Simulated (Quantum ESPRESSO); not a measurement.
# Magnetic state of MnAlGe from several starts, part 2 of 2

Wanted: the moments of MnAlGe and the energy of each order that was tried.

Quantum ESPRESSO 7.5; LDA; plane waves with GBRV 1.5 LDA potentials, no spin-orbit coupling.

So far, absolute magnetization (μB): step 2 (run 1 (ferro ++)) 3.72.

## (3) Start 2: antiferro +−

File pw.in:

```
&CONTROL
  calculation = 'scf'
  prefix = 'pwscf'
  outdir = './tmp'
  pseudo_dir = './pseudo'
  disk_io = 'nowf'
/
&SYSTEM
  ibrav = 0
  nat = 6
  ntyp = 4
  ecutwfc = 40
  ecutrho = 280
  nbnd = 43
  occupations = 'smearing'
  smearing = 'fd'
  degauss = 0.00734986
  nspin = 2
  starting_magnetization(1) = 0.2333
  starting_magnetization(2) = -0.2333
  starting_magnetization(3) = 0
  starting_magnetization(4) = 0
/
&ELECTRONS
  conv_thr = 1.2d-08
  electron_maxstep = 150
  mixing_beta = 0.3
/
ATOMIC_SPECIES
Mn1    54.9380 mn_lda_v1.5.uspp.F.UPF
Mn2    54.9380 mn_lda_v1.5.uspp.F.UPF
Al     26.9815 al_lda_v1.uspp.F.UPF
Ge     72.6300 ge_lda_v1.4.uspp.F.UPF
CELL_PARAMETERS angstrom
   3.9140000000    0.0000000000    0.0000000000
   0.0000000000    3.9140000000    0.0000000000
   0.0000000000    0.0000000000    5.9330000000
ATOMIC_POSITIONS crystal
Mn1     0.0000000000    0.0000000000    0.0000000000
Mn2     0.5000000000    0.5000000000    0.0000000000
Al      0.5000000000    0.0000000000    0.7270000000
Al      0.0000000000    0.5000000000    0.2730000000
Ge      0.5000000000    0.0000000000    0.2800000000
Ge      0.0000000000    0.5000000000    0.7200000000
K_POINTS automatic
6 6 6 0 0 0
```

Launch:

```bash
> OMP_NUM_THREADS=1 mpirun -n 4 pw.x -nk 4 -in pw.in > pw.out
```

Output:

```text
[banner, memory and clock lines left out]
Program PWSCF v.7.5 starts

     Message from routine setup:
     using ibrav=0 with symmetry is DISCOURAGED, use correct ibrav instead

     bravais-lattice index     =            0
     lattice parameter (alat)  =       7.3964  a.u.
     unit-cell volume          =     613.3560 (a.u.)^3
     number of atoms/cell      =            6
     number of atomic types    =            4
     number of electrons       =        64.00
     number of Kohn-Sham states=           43
     kinetic-energy cutoff     =      40.0000  Ry
     charge density cutoff     =     280.0000  Ry
     scf convergence threshold =      1.2E-08
     mixing beta               =       0.3000
     number of iterations used =            8  plain     mixing
     Exchange-correlation=  SLA  PZ   NOGX NOGC
                           (   1   1   0   0   0   0   0)

     celldm(1)=   7.396388  celldm(2)=   0.000000  celldm(3)=   0.000000
     celldm(4)=   0.000000  celldm(5)=   0.000000  celldm(6)=   0.000000

     crystal axes: (cart. coord. in units of alat)
               a(1) = (   1.000000   0.000000   0.000000 )
               a(2) = (   0.000000   1.000000   0.000000 )
               a(3) = (   0.000000   0.000000   1.515841 )

     reciprocal axes: (cart. coord. in units 2 pi/alat)
               b(1) = (  1.000000  0.000000  0.000000 )
               b(2) = (  0.000000  1.000000  0.000000 )
               b(3) = (  0.000000  0.000000  0.659700 )

     PseudoPot. # 1 for Mn read from file:
     mn_lda_v1.5.uspp.F.UPF
     Pseudo is Ultrasoft + core correction, Zval = 15.0

     PseudoPot. # 2 for Mn read from file:
     mn_lda_v1.5.uspp.F.UPF
     Pseudo is Ultrasoft + core correction, Zval = 15.0

     PseudoPot. # 3 for Al read from file:
     al_lda_v1.uspp.F.UPF
     Pseudo is Ultrasoft + core correction, Zval =  3.0

     PseudoPot. # 4 for Ge read from file:
     ge_lda_v1.4.uspp.F.UPF
     Pseudo is Ultrasoft + core correction, Zval = 14.0

     atomic species   valence    mass     pseudopotential
     Mn1              15.00    54.93800     Mn( 1.00)
     Mn2              15.00    54.93800     Mn( 1.00)
     Al                3.00    26.98150     Al( 1.00)
     Ge               14.00    72.63000     Ge( 1.00)

     Starting magnetic structure
     atomic species   magnetization
     Mn1             0.233
     Mn2            -0.233
     Al              0.000
     Ge              0.000

      8 Sym. Ops. (no inversion) found

   Cartesian axes

     site n.     atom                  positions (alat units)
         1        Mn1    tau(   1) = (   0.0000000   0.0000000   0.0000000  )
         2        Mn2    tau(   2) = (   0.5000000   0.5000000   0.0000000  )
         3        Al     tau(   3) = (   0.5000000   0.0000000   1.1020161  )
         4        Al     tau(   4) = (   0.0000000   0.5000000   0.4138245  )
         5        Ge     tau(   5) = (   0.5000000   0.0000000   0.4244354  )
         6        Ge     tau(   6) = (   0.0000000   0.5000000   1.0914052  )

     number of k points=    40  Fermi-Dirac smearing, width (Ry)=  0.0073
                       cart. coord. in units 2pi/alat
        k(    1) = (   0.0000000   0.0000000   0.0000000), wk =   0.0046296
        k(    2) = (   0.0000000   0.0000000   0.1099500), wk =   0.0092593
        k(    3) = (   0.0000000   0.0000000   0.2199000), wk =   0.0092593
        k(    4) = (   0.0000000   0.0000000  -0.3298500), wk =   0.0046296
        k(    5) = (   0.0000000   0.1666667   0.0000000), wk =   0.0185185
        [... 35 further k-points ...]

     Dense  grid:    48547 G-vectors     FFT dimensions: (  40,  40,  60)

     Smooth grid:    20925 G-vectors     FFT dimensions: (  30,  30,  45)

     Check: negative core charge=   -0.000024
     Generating pointlists ...
     new r_m :   0.2677 (alat units)  1.9802 (a.u.) for type    1
     new r_m :   0.2677 (alat units)  1.9802 (a.u.) for type    2
     new r_m :   0.2677 (alat units)  1.9802 (a.u.) for type    3
     new r_m :   0.2705 (alat units)  2.0010 (a.u.) for type    4

     Initial potential from superposition of free atoms

     starting charge      62.9941, renormalised to      64.0000
     Starting wfcs are   52 randomized atomic wfcs

     Self-consistent Calculation

     iteration #  1     ecut=    40.00 Ry     beta= 0.30
     Davidson diagonalization with overlap
     ethr =  1.00E-02,  avg # of iterations =  3.0

     total energy              =    -861.78775401 Ry
     estimated scf accuracy    <       1.04294294 Ry

     total magnetization       =    -0.00 Bohr mag/cell
     absolute magnetization    =     4.94 Bohr mag/cell

     iteration #  2     ecut=    40.00 Ry     beta= 0.30
     Davidson diagonalization with overlap
     ethr =  1.63E-03,  avg # of iterations =  2.1

     total energy              =    -861.80816230 Ry
     estimated scf accuracy    <       0.39513931 Ry

     total magnetization       =    -0.00 Bohr mag/cell
     absolute magnetization    =     5.29 Bohr mag/cell

     [... further iterations left out ...]

     iteration # 18     ecut=    40.00 Ry     beta= 0.30
     Davidson diagonalization with overlap
     ethr =  6.03E-11,  avg # of iterations =  4.1

     total energy              =    -861.90581559 Ry
     estimated scf accuracy    <       0.00000008 Ry

     total magnetization       =    -0.00 Bohr mag/cell
     absolute magnetization    =     3.74 Bohr mag/cell

     iteration # 19     ecut=    40.00 Ry     beta= 0.30
     Davidson diagonalization with overlap
     ethr =  6.03E-11,  avg # of iterations =  3.8

     Magnetic moment per site  (integrated on atomic sphere of radius R)
     atom   1 (R=0.268)  charge= 13.5238  magn=  1.6473
     atom   2 (R=0.268)  charge= 13.5237  magn= -1.6485
     atom   3 (R=0.268)  charge=  1.2561  magn= -0.0000
     atom   4 (R=0.268)  charge=  1.2561  magn= -0.0000
     atom   5 (R=0.271)  charge= 12.1273  magn=  0.0000
     atom   6 (R=0.271)  charge= 12.1273  magn=  0.0000

     End of self-consistent calculation

     [... lines left out ...]
     the Fermi energy is    11.7908 ev

!    total energy              =    -861.90581563 Ry
     estimated scf accuracy    <          2.5E-09 Ry
     smearing contrib. (-TS)   =      -0.01649503 Ry
     internal energy E=F+TS    =    -861.88932060 Ry

     The total energy is F=E-TS. E is the sum of the following terms:
     one-electron contribution =    -582.39126360 Ry
     hartree contribution      =     334.79711063 Ry
     xc contribution           =    -175.69609974 Ry
     ewald contribution        =    -438.59906790 Ry

     total magnetization       =    -0.00 Bohr mag/cell
     absolute magnetization    =     3.74 Bohr mag/cell

     convergence has been achieved in  19 iterations
```

Wall time 73 s (4 MPI ranks of Arm Neoverse V1, shared host); peak memory 0.6 GiB.

Spin moment in the atom's sphere by atom:

```tsv
atom	spin moment in the atom's sphere (μB)
Mn1	1.65
Mn2	-1.65
Al3	0.00
Al4	0.00
Ge5	0.00
Ge6	0.00
```

Read from the output:

| Item | Value |
| --- | --- |
| smearing term TS | 0.2244 eV |
| magnetization | 0 μB |
| absolute magnetization | 3.737 μB |
| final state | antiferromagnetic |

## (4) Start 3: no spin polarisation

Edit pw.in of step 3 so:

```diff
@@ -10,3 +10,3 @@
   nat = 6
-  ntyp = 4
+  ntyp = 3
   ecutwfc = 40
@@ -17,7 +17,2 @@
   degauss = 0.00734986
-  nspin = 2
-  starting_magnetization(1) = 0.2333
-  starting_magnetization(2) = -0.2333
-  starting_magnetization(3) = 0
-  starting_magnetization(4) = 0
 /
@@ -29,4 +24,3 @@
 ATOMIC_SPECIES
-Mn1    54.9380 mn_lda_v1.5.uspp.F.UPF
-Mn2    54.9380 mn_lda_v1.5.uspp.F.UPF
+Mn     54.9380 mn_lda_v1.5.uspp.F.UPF
 Al     26.9815 al_lda_v1.uspp.F.UPF
@@ -38,4 +32,4 @@
 ATOMIC_POSITIONS crystal
-Mn1     0.0000000000    0.0000000000    0.0000000000
-Mn2     0.5000000000    0.5000000000    0.0000000000
+Mn      0.0000000000    0.0000000000    0.0000000000
+Mn      0.5000000000    0.5000000000    0.0000000000
 Al      0.5000000000    0.0000000000    0.7270000000
```

Output:

```text
     [... lines left out ...]
Program PWSCF v.7.5 starts
     [... lines left out ...]
     number of atoms/cell      =            6
     [... lines left out ...]
     number of electrons       =        64.00
     number of Kohn-Sham states=           43
     kinetic-energy cutoff     =      40.0000  Ry
     charge density cutoff     =     280.0000  Ry
     scf convergence threshold =      1.2E-08
     [... lines left out ...]
     16 Sym. Ops., with inversion, found ( 8 have fractional translation)
     [... lines left out ...]
     number of k points=    40  Fermi-Dirac smearing, width (Ry)=  0.0073
     [... lines left out ...]
     iteration # 11     ecut=    40.00 Ry     beta= 0.30
     [... lines left out ...]
     the Fermi energy is    11.6540 ev
!    total energy              =    -861.90025214 Ry
     estimated scf accuracy    <          4.5E-09 Ry
     smearing contrib. (-TS)   =      -0.01998236 Ry
     [... lines left out ...]
     convergence has been achieved in  11 iterations
```

Wall time 21 s (4 MPI ranks); peak memory 0.48 GiB; 84 s of CPU time.

Numbers from this step:

| Quantity | Value |
| --- | --- |
| smearing term TS | 0.2719 eV |
| final state | non-magnetic (no spin polarisation) |

## (5) The states side by side

An order is kept where moments of 0.15 μB or more survive with the typed signs; meshes match where a doubled cell samples the same k points as the first cell.

Orders:

```tsv
start	final state	typed order kept	energy over the lowest (meV a seeded atom)	largest site moment (μB)	net moment (μB a cell of the first run)	mesh matched	CPU time (s)
ferro ++	ferromagnetic	yes	0	1.666	3.318	yes	233.8
antiferro +-	antiferromagnetic	yes	132.2	1.648	0.001194	yes	291
no spin polarisation	non-magnetic	-	170.1	0	0	yes	84.31
```

## (6) Summary of results

```json
{
  "lowest state found": "ferromagnetic (from ferro ++)",
  "largest site moment": "1.67 μB",
  "next state with moments": "antiferromagnetic, 132 meV a seeded atom higher",
  "state without moments": "170 meV a seeded atom higher"
}
```

What this shows: The smearing terms TS of the orders run from 62 to 112 meV a seeded atom, so the differences would change at a smaller width: an order with a larger TS is lowered more by the smearing. Only these 3 starts were compared; other wavevectors, canted and longer-period orders were not. Energies are free energies at an electronic temperature of 1160 K, which lowers moments and differences where the moments are itinerant.

[Logs and program files are shortened in this print: banners, set-up blocks, solver, clock and traceback lines can be left out without a mark of their own.]

[Logs are printed without paths, hosts, clocks, repeated set-up lines and the standing remarks that a program may print on its own settings, such as how far it seeks lower states.]

[Hosts, paths, dates, database ids (printed as entryN), source tags and the programs' standing remarks are cut or masked in the printed files.]

[Where a cell is said to come from a database of computed structures, the database is the Materials Project.]
